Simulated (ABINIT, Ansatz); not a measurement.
# AlSi3 (Fm-3m): from the cell to the phonon bands, part 2 of 3

How does AlSi3 (Fm-3m) vibrate, and is this structure a minimum?

ABINIT 10.8.3; DFT PBEsol, scalar-relativistic, plane waves, PseudoDojo stringent norm-conserving pseudopotentials.

So far. Step 4 (Linear response at Γ): The acoustic modes at Γ come out as far as 1.0 cm⁻¹ from zero, where they should vanish, a small numerical error. The relaxed cell has a = 6.197 Å (conventional setting).

The structure was built from a prototype and need not be the compound's stable phase.

## 5. Modes with the sum rule

anaddb reads the merged derivatives and imposes the acoustic sum rule.

anaddb.abi

```
ddb_filepath "gamma_DDB"
output_file "anaddb.abo"
outdata_prefix "anaddb"
asr 1
chneut 1
enunit 2
eivec 1
nph1l 1
qph1l 0.0 0.0 0.0 1.0
```

mrgddb.in

```
gamma_DDB
merged
2
dfpt_gammao_DDB
gso_DDB
```

On the command line:

```sh
> mrgddb < mrgddb.in > mrgddb.log
> OMP_NUM_THREADS=1 anaddb anaddb.abi > anaddb.log
```

Numbers of over 12 decimals in the logs are rounded to 6 here.

anaddb.abo, the main output file:

```text
-outvars_anaddb: echo values of input variables ----------------------

 Miscellaneous information :
      enunit         2
       eivec         1
         asr         1
 First list of wavevector (reduced coord.) :
       nph1l         1
       qph1l
                     0.00000000E+00  0.00000000E+00  0.00000000E+00    1.000E+00

================================================================================

 read the DDB information and perform some checks

  ==== Info on the Cryst% object ====
 Real(R)+Recip(G) space primitive vectors, cartesian coordinates (Bohr,Bohr^-1):
 R(1)= -5.8550218  0.0000000  5.8550218  G(1)= -0.0853968 -0.0853968  0.0853968
 R(2)=  0.0000000  5.8550218  5.8550218  G(2)=  0.0853968  0.0853968  0.0853968
 R(3)= -5.8550218  5.8550218  0.0000000  G(3)= -0.0853968  0.0853968 -0.0853968
 Unit cell volume ucvol=  4.0143528E+02 bohr^3
 Angles (23,13,12)=  6.00000000E+01  6.00000000E+01  6.00000000E+01 degrees
 Time-reversal symmetry is present
 Reduced atomic positions [iatom, xred, symbol]:
    1)    0.0000000  0.0000000  0.0000000  Al
    2)    0.5000000  0.5000000  0.5000000  Si
    3)    0.7500000  0.7500000  0.7500000  Si
    4)    0.2500000  0.2500000  0.2500000  Si

 DDB file with 3 blocks has been read.

================================================================================

 Treat the first list of vectors

  Phonon wavevector (reduced coordinates) :  0.00000  0.00000  0.00000
 Phonon energies in Hartree :
   0.000000E+00  0.000000E+00  0.000000E+00  8.332968E-04  8.332968E-04
   8.332968E-04  9.256202E-04  9.256202E-04  9.256202E-04  1.188249E-03
   1.188249E-03  1.188249E-03
 Phonon energies in meV     :
-  0.000000E+00  0.000000E+00  0.000000E+00  2.267516E+01  2.267516E+01
-  2.267516E+01  2.518741E+01  2.518741E+01  2.518741E+01  3.233389E+01
-  3.233389E+01  3.233389E+01
 Phonon frequencies in cm-1    :
-  0.000000E+00  0.000000E+00  0.000000E+00  1.828875E+02  1.828875E+02
-  1.828875E+02  2.031501E+02  2.031501E+02  2.031501E+02  2.607904E+02
-  2.607904E+02  2.607904E+02
 Phonon frequencies in Thz     :
-  0.000000E+00  0.000000E+00  0.000000E+00  5.482830E+00  5.482830E+00
-  5.482830E+00  6.090288E+00  6.090288E+00  6.090288E+00  7.818300E+00
-  7.818300E+00  7.818300E+00
 Phonon energies in Kelvin  :
-  0.000000E+00  0.000000E+00  0.000000E+00  2.631343E+02  2.631343E+02
-  2.631343E+02  2.922877E+02  2.922877E+02  2.922877E+02  3.752192E+02
-  3.752192E+02  3.752192E+02

 Eigendisplacements
 (will be given, for each mode : in cartesian coordinates
   for each atom the real part of the displacement vector,
   then the imaginary part of the displacement vector - absolute values smaller than 1.0d-7 are set to zero)
  Mode number    1   Energy    0.000000E+00
 Attention : low frequency mode.
   (Could be unstable or acoustic mode)
-  1  0.00000000E+00  0.00000000E+00  2.22071197E-03
-     0.00000000E+00  0.00000000E+00  0.00000000E+00
-  2  0.00000000E+00  0.00000000E+00  2.22070840E-03
-     0.00000000E+00  0.00000000E+00  0.00000000E+00
-  3  0.00000000E+00  0.00000000E+00  2.22072442E-03
-     0.00000000E+00  0.00000000E+00  0.00000000E+00
-  4  0.00000000E+00  0.00000000E+00  2.22072442E-03
-     0.00000000E+00  0.00000000E+00  0.00000000E+00
  Mode number    2   Energy    0.000000E+00
 Attention : low frequency mode.
   (Could be unstable or acoustic mode)
-  1  0.00000000E+00 -2.22071197E-03  0.00000000E+00
-     0.00000000E+00  0.00000000E+00  0.00000000E+00
-  2  0.00000000E+00 -2.22070840E-03  0.00000000E+00
-     0.00000000E+00  0.00000000E+00  0.00000000E+00
-  3  0.00000000E+00 -2.22072442E-03  0.00000000E+00
-     0.00000000E+00  0.00000000E+00  0.00000000E+00
-  4  0.00000000E+00 -2.22072442E-03  0.00000000E+00
-     0.00000000E+00  0.00000000E+00  0.00000000E+00
  Mode number    3   Energy    0.000000E+00
 Attention : low frequency mode.
   (Could be unstable or acoustic mode)
-  1  2.22071197E-03  0.00000000E+00  0.00000000E+00
-     0.00000000E+00  0.00000000E+00  0.00000000E+00
-  2  2.22070840E-03  0.00000000E+00  0.00000000E+00
-     0.00000000E+00  0.00000000E+00  0.00000000E+00
-  3  2.22072442E-03  0.00000000E+00  0.00000000E+00
-     0.00000000E+00  0.00000000E+00  0.00000000E+00
-  4  2.22072442E-03  0.00000000E+00  0.00000000E+00
-     0.00000000E+00  0.00000000E+00  0.00000000E+00
  Mode number    4   Energy    8.332968E-04
-  1  0.00000000E+00  0.00000000E+00  0.00000000E+00
-     0.00000000E+00  0.00000000E+00  0.00000000E+00
-  2  0.00000000E+00  0.00000000E+00  0.00000000E+00
-     0.00000000E+00  0.00000000E+00  0.00000000E+00
-  3  0.00000000E+00 -1.10424400E-07 -3.12509965E-03
-     0.00000000E+00  0.00000000E+00  0.00000000E+00
-  4  0.00000000E+00  1.10424400E-07  3.12509965E-03
-     0.00000000E+00  0.00000000E+00  0.00000000E+00
  Mode number    5   Energy    8.332968E-04
-  1  0.00000000E+00  0.00000000E+00  0.00000000E+00
-     0.00000000E+00  0.00000000E+00  0.00000000E+00
-  2  0.00000000E+00  0.00000000E+00  0.00000000E+00
-     0.00000000E+00  0.00000000E+00  0.00000000E+00
-  3  0.00000000E+00 -3.12509966E-03  1.10424746E-07
-     0.00000000E+00  0.00000000E+00  0.00000000E+00
-  4  0.00000000E+00  3.12509966E-03 -1.10424746E-07
-     0.00000000E+00  0.00000000E+00  0.00000000E+00
  Mode number    6   Energy    8.332968E-04
-  1  0.00000000E+00  0.00000000E+00  0.00000000E+00
-     0.00000000E+00  0.00000000E+00  0.00000000E+00
-  2  0.00000000E+00  0.00000000E+00  0.00000000E+00
-     0.00000000E+00  0.00000000E+00  0.00000000E+00
-  3  3.12509966E-03  0.00000000E+00  0.00000000E+00
-     0.00000000E+00  0.00000000E+00  0.00000000E+00
-  4 -3.12509966E-03  0.00000000E+00  0.00000000E+00
-     0.00000000E+00  0.00000000E+00  0.00000000E+00
  Mode number    7   Energy    9.256202E-04
-  1  0.00000000E+00  0.00000000E+00  1.73743892E-03
-     0.00000000E+00  0.00000000E+00  0.00000000E+00
-  2  0.00000000E+00  1.29406390E-07 -3.79199751E-03
-     0.00000000E+00  0.00000000E+00  0.00000000E+00
-  3  0.00000000E+00  0.00000000E+00  1.06141718E-03
-     0.00000000E+00  0.00000000E+00  0.00000000E+00
-  4  0.00000000E+00  0.00000000E+00  1.06141718E-03
-     0.00000000E+00  0.00000000E+00  0.00000000E+00
  Mode number    8   Energy    9.256202E-04
-  1  0.00000000E+00 -1.73743892E-03  0.00000000E+00
-     0.00000000E+00  0.00000000E+00  0.00000000E+00
-  2  0.00000000E+00  3.79199751E-03  1.29406427E-07
-     0.00000000E+00  0.00000000E+00  0.00000000E+00
-  3  0.00000000E+00 -1.06141718E-03  0.00000000E+00
-     0.00000000E+00  0.00000000E+00  0.00000000E+00
-  4  0.00000000E+00 -1.06141718E-03  0.00000000E+00
-     0.00000000E+00  0.00000000E+00  0.00000000E+00
  Mode number    9   Energy    9.256202E-04
-  1  1.73743892E-03  0.00000000E+00  0.00000000E+00
-     0.00000000E+00  0.00000000E+00  0.00000000E+00
-  2 -3.79199751E-03  0.00000000E+00  0.00000000E+00
-     0.00000000E+00  0.00000000E+00  0.00000000E+00
-  3  1.06141718E-03  0.00000000E+00  0.00000000E+00
-     0.00000000E+00  0.00000000E+00  0.00000000E+00
-  4  1.06141718E-03  0.00000000E+00  0.00000000E+00
-     0.00000000E+00  0.00000000E+00  0.00000000E+00
  Mode number   10   Energy    1.188249E-03
-  1  0.00000000E+00 -1.94729307E-07 -3.51872424E-03
-     0.00000000E+00  0.00000000E+00  0.00000000E+00
-  2  0.00000000E+00  0.00000000E+00 -4.70855410E-04
-     0.00000000E+00  0.00000000E+00  0.00000000E+00
-  3  0.00000000E+00  1.06565685E-07  1.92562313E-03
-     0.00000000E+00  0.00000000E+00  0.00000000E+00
-  4  0.00000000E+00  1.06565685E-07  1.92562313E-03
-     0.00000000E+00  0.00000000E+00  0.00000000E+00
  Mode number   11   Energy    1.188249E-03
-  1  0.00000000E+00 -3.51872424E-03  1.94730229E-07
-     0.00000000E+00  0.00000000E+00  0.00000000E+00
-  2  0.00000000E+00 -4.70855409E-04  0.00000000E+00
-     0.00000000E+00  0.00000000E+00  0.00000000E+00
-  3  0.00000000E+00  1.92562313E-03 -1.06566189E-07
-     0.00000000E+00  0.00000000E+00  0.00000000E+00
-  4  0.00000000E+00  1.92562313E-03 -1.06566189E-07
-     0.00000000E+00  0.00000000E+00  0.00000000E+00
  Mode number   12   Energy    1.188249E-03
-  1  3.51872425E-03  0.00000000E+00  0.00000000E+00
-     0.00000000E+00  0.00000000E+00  0.00000000E+00
-  2  4.70855410E-04  0.00000000E+00  0.00000000E+00
-     0.00000000E+00  0.00000000E+00  0.00000000E+00
-  3 -1.92562314E-03  0.00000000E+00  0.00000000E+00
-     0.00000000E+00  0.00000000E+00  0.00000000E+00
-  4 -1.92562314E-03  0.00000000E+00  0.00000000E+00
-     0.00000000E+00  0.00000000E+00  0.00000000E+00

 Analysis of degeneracies and characters (maximum tolerance=1.00E-06 a.u.)
 For each vibration mode, or group of modes if degenerate,
 the characters are given for each symmetry operation (see the list in the log file).
 Symmetry characters of vibration mode #   1
       degenerate with vibration modes #   2 to    3
  3.0 -3.0 -1.0  1.0 -1.0  1.0 -1.0  1.0  1.0 -1.0 -1.0  1.0  1.0 -1.0 -1.0  1.0
 -0.0  0.0 -0.0  0.0 -0.0  0.0  0.0 -0.0  1.0 -1.0 -1.0  1.0 -1.0  1.0  1.0 -1.0
  0.0 -0.0 -0.0  0.0  0.0 -0.0 -0.0  0.0  1.0 -1.0  1.0 -1.0 -1.0  1.0 -1.0  1.0
 Symmetry characters of vibration mode #   4
       degenerate with vibration modes #   5 to    6
  3.0  3.0 -1.0 -1.0 -1.0 -1.0 -1.0 -1.0  1.0  1.0 -1.0 -1.0  1.0  1.0 -1.0 -1.0
  0.0  0.0  0.0  0.0  0.0  0.0 -0.0 -0.0  1.0  1.0 -1.0 -1.0 -1.0 -1.0  1.0  1.0
  0.0  0.0  0.0  0.0 -0.0 -0.0 -0.0 -0.0  1.0  1.0  1.0  1.0 -1.0 -1.0 -1.0 -1.0
 Symmetry characters of vibration mode #   7
       degenerate with vibration modes #   8 to    9
  3.0 -3.0 -1.0  1.0 -1.0  1.0 -1.0  1.0  1.0 -1.0 -1.0  1.0  1.0 -1.0 -1.0  1.0
  0.0 -0.0 -0.0  0.0  0.0 -0.0 -0.0  0.0  1.0 -1.0 -1.0  1.0 -1.0  1.0  1.0 -1.0
  0.0 -0.0  0.0 -0.0 -0.0  0.0 -0.0  0.0  1.0 -1.0  1.0 -1.0 -1.0  1.0 -1.0  1.0
 Symmetry characters of vibration mode #  10
       degenerate with vibration modes #  11 to   12
  3.0 -3.0 -1.0  1.0 -1.0  1.0 -1.0  1.0  1.0 -1.0 -1.0  1.0  1.0 -1.0 -1.0  1.0
  0.0 -0.0 -0.0  0.0  0.0 -0.0 -0.0  0.0  1.0 -1.0 -1.0  1.0 -1.0  1.0  1.0 -1.0
  0.0 -0.0  0.0 -0.0 -0.0  0.0 -0.0  0.0  1.0 -1.0  1.0 -1.0 -1.0  1.0 -1.0  1.0
-
```

The job ended after 0.74 s (1 thread of Intel Xeon Platinum 8259CL at 2.50GHz (Skylake/Cascade Lake), shared host).

No LO-TO term; unit eigenvectors of the mass-weighted matrix, from anaddb's displacements. The modes at Γ (shares of kinetic energy by element, %):

```
mode  frequency (cm⁻¹)  symmetry  Al %  Si %
   1               0.0  acoustic    24    76
   2               0.0  acoustic    24    76
   3               0.0  acoustic    24    76
   4             182.9       T2g     0   100
   5             182.9       T2g     0   100
   6             182.9       T2g     0   100
   7             203.2       T1u    15    85
   8             203.2       T1u    15    85
   9             203.2       T1u    15    85
  10             260.8       T1u    61    39
  11             260.8       T1u    61    39
  12             260.8       T1u    61    39
```

Displacements in mode 4 (182.9 cm⁻¹), the largest set to 1:
```
Al1  0.00  0.00  0.00
Si2  0.00  0.00  0.00
Si3  0.00  0.00 -1.00
Si4  0.00  0.00  1.00
```

Displacements in mode 10 (260.8 cm⁻¹), the largest set to 1:
```
Al1  0.00  0.00 -1.00
Si2  0.00  0.00 -0.13
Si3  0.00  0.00  0.55
Si4  0.00  0.00  0.55
```

The rule moves no optical mode by more than 0.1 cm⁻¹.

## 6. Linear response on the mesh

Linear response treats each wavevector in the unit cell, with no supercell; the 2×2×2 mesh fixes the range of the force constants to be had.

dfpt_q.abi

```
ndtset 2

# wavevectors
qpt1 0.5 0.0 0.0
qpt2 0.5 0.5 0.0

# displacements
getwfk_filepath "gso_WFK"
getwfq_filepath "gso_WFK"
kptopt 3
nqpt 1
rfphon 1
rfatpol 1 4
rfdir 1 1 1
tolvrs 1.0d-10
prtwf 0

# basis, mesh and filling
ecut 16.0
ngkpt 8 8 8
nshiftk 1
shiftk 0.0 0.0 0.0
istwfk *1
occopt 6
tsmear 0.01
nband 14
nstep 100
diemac 1000000.0
prtebands 0
prtgsr 0
useylm 1

# cell and atoms
acell 3*1.0 Angstrom
rprim 
    -3.098344083 0.0 3.098344083
    0.0 3.098344083 3.098344083
    -3.098344083 3.098344083 0.0
ntypat 2
znucl 13 14
natom 4
typat 1 2 2 2
xred 
    0.0 0.0 0.0
    0.5 0.5 0.5
    0.75 0.75 0.75
    0.25 0.25 0.25
pp_dirpath "./pseudo"
pseudos "Al.upf, Si.upf"
```

On the command line:

```sh
> OMP_NUM_THREADS=1 mpirun -n 4 abinit dfpt_q.abi > dfpt_q.log
```

dfpt_q.abo, the main output file:

```text
[banners, grids, parts of the stress and lines that vanish by symmetry left out]
- input  file    -> dfpt_q.abi
- output file    -> dfpt_q.abo
- root for input  files -> dfpt_qi
[...]
DATASET    1 : space group Fm -3 m (#225); Bravais cF (face-center cubic)
[...]
nfft =       27000          nkpt =         512
[...]
DATASET    2 : space group Fm -3 m (#225); Bravais cF (face-center cubic)
[...]
nfft =       27000          nkpt =         512
[...]
== DATASET  1 ==================================================================
[...]
cutoff_energies: {ecut:  16.0, pawecutdg:  -1.0, }
[...]
Perturbation : displacement of atom   1   along direction   1
[...]
-ETOT  1   8.962491     -4.943E+01 4.373E+00 2.243E+04
 ETOT  2   4.729382     -4.233E+00 7.576E-01 5.837E+03
 ETOT  3   3.320528     -1.409E+00 2.526E+00 1.132E+01
 ETOT  4   3.317597     -2.931E-03 2.386E+00 3.312E-02
 ETOT  5   3.317580     -1.645E-05 2.372E+00 2.425E-03
[...]
At SCF step    9       vres2   =  4.98E-11 < tolvrs=  1.00E-10 =>converged.
[...]
Perturbation : displacement of atom   1   along direction   2
[...]
-ETOT  1   4.135499     -4.314E+01 9.215E-01 1.308E+03
[...]
At SCF step    8       vres2   =  9.11E-12 < tolvrs=  1.00E-10 =>converged.
[...]
Perturbation : displacement of atom   2   along direction   1
[...]
-ETOT  1   3.202142     -1.258E+02 8.162E-01 9.353E+03
[...]
At SCF step    9       vres2   =  8.43E-11 < tolvrs=  1.00E-10 =>converged.
[...]
Perturbation : displacement of atom   2   along direction   2
[...]
-ETOT  1   1.967500     -1.073E+02 9.676E-01 8.308E+02
[...]
At SCF step    8       vres2   =  8.49E-12 < tolvrs=  1.00E-10 =>converged.
[...]
Perturbation : displacement of atom   3   along direction   1
[...]
-ETOT  1   4.125366     -1.267E+02 1.806E+00 9.212E+03
[...]
Perturbation : displacement of atom   3   along direction   2
[...]
-ETOT  1   2.676848     -1.083E+02 5.560E+00 1.000E+03
[...]
Phonon wavevector (reduced coordinates) :  0.50000  0.00000  0.00000
 Phonon energies in Hartree :
[...]
Phonon frequencies in cm-1    :
- -1.132934E+02 -1.183584E+01 -1.183584E+01  5.225575E+01  5.490603E+01
-  5.490603E+01  1.943985E+02  2.019921E+02  2.019921E+02  2.600751E+02
-  2.729074E+02  2.729074E+02
[...]
== DATASET  2 ==================================================================
[...]
cutoff_energies: {ecut:  16.0, pawecutdg:  -1.0, }
[...]
- 14.00000   4.00000  180301                  znucl, zion, pspdat
[...]
Perturbation : displacement of atom   1   along direction   1
[...]
-ETOT  1   7.176558     -4.732E+01 4.890E+00 1.129E+04
[...]
Perturbation : displacement of atom   2   along direction   1
[...]
-ETOT  1   2.600902     -1.195E+02 2.674E+00 6.049E+03
[...]
At SCF step    9       vres2   =  2.38E-11 < tolvrs=  1.00E-10 =>converged.
[...]
Perturbation : displacement of atom   3   along direction   1
[...]
-ETOT  1   3.946388     -1.199E+02 1.700E+00 7.562E+03
[...]
ETOT  8   1.346310     -1.550E-11 3.319E+00 5.296E-10
 ETOT  9   1.346310      4.405E-13 4.487E-01 1.244E-11
 At SCF step    9       vres2   =  1.24E-11 < tolvrs=  1.00E-10 =>converged.
[...]
Phonon wavevector (reduced coordinates) :  0.50000  0.50000  0.00000
 Phonon energies in Hartree :
[...]
Phonon frequencies in cm-1    :
- -1.065270E+02 -1.065270E+02 -5.256770E+01 -4.616024E+01  1.226035E+02
-  1.226035E+02  1.368224E+02  1.368224E+02  1.762287E+02  2.316152E+02
-  2.865719E+02  2.865719E+02
[...]
strten1     0.0000000000E+00  0.0000000000E+00  0.0000000000E+00
           strten2     0.0000000000E+00  0.0000000000E+00  0.0000000000E+00
================================================================================
```

The job ended after 11 min (4 MPI ranks; 44 min of CPU time).

Numbers from this step:

| Quantity | Value |
| --- | --- |
| lowest mode on the q mesh (acoustic ones at the zone centre apart) | -113.3 cm⁻¹ |

Frequencies (cm⁻¹) before the sum rule at the irreducible wavevectors but Γ, which is solved apart; negative means imaginary. Frequencies by wavevector:

```
q (fractions)  star  mode 1  mode 2  mode 3  mode 4  mode 10  mode 11  mode 12
      0.5 0 0     4  -113.3  -11.84  -11.84   52.26    260.1    272.9    272.9
    0.5 0.5 0     3  -106.5  -106.5  -52.57  -46.16    231.6    286.6    286.6
```

(Part 2 of 3 ends here.)

[Host names and launcher messages were left out of these logs when they were recorded.]

[Logs are printed without paths, hosts, clocks, repeated set-up lines and the standing remarks that a program may print on its own settings, such as how far it seeks lower states.]

[Hosts, paths, dates, database ids (printed as entryN), source tags and the programs' standing remarks are cut or masked in the printed files.]
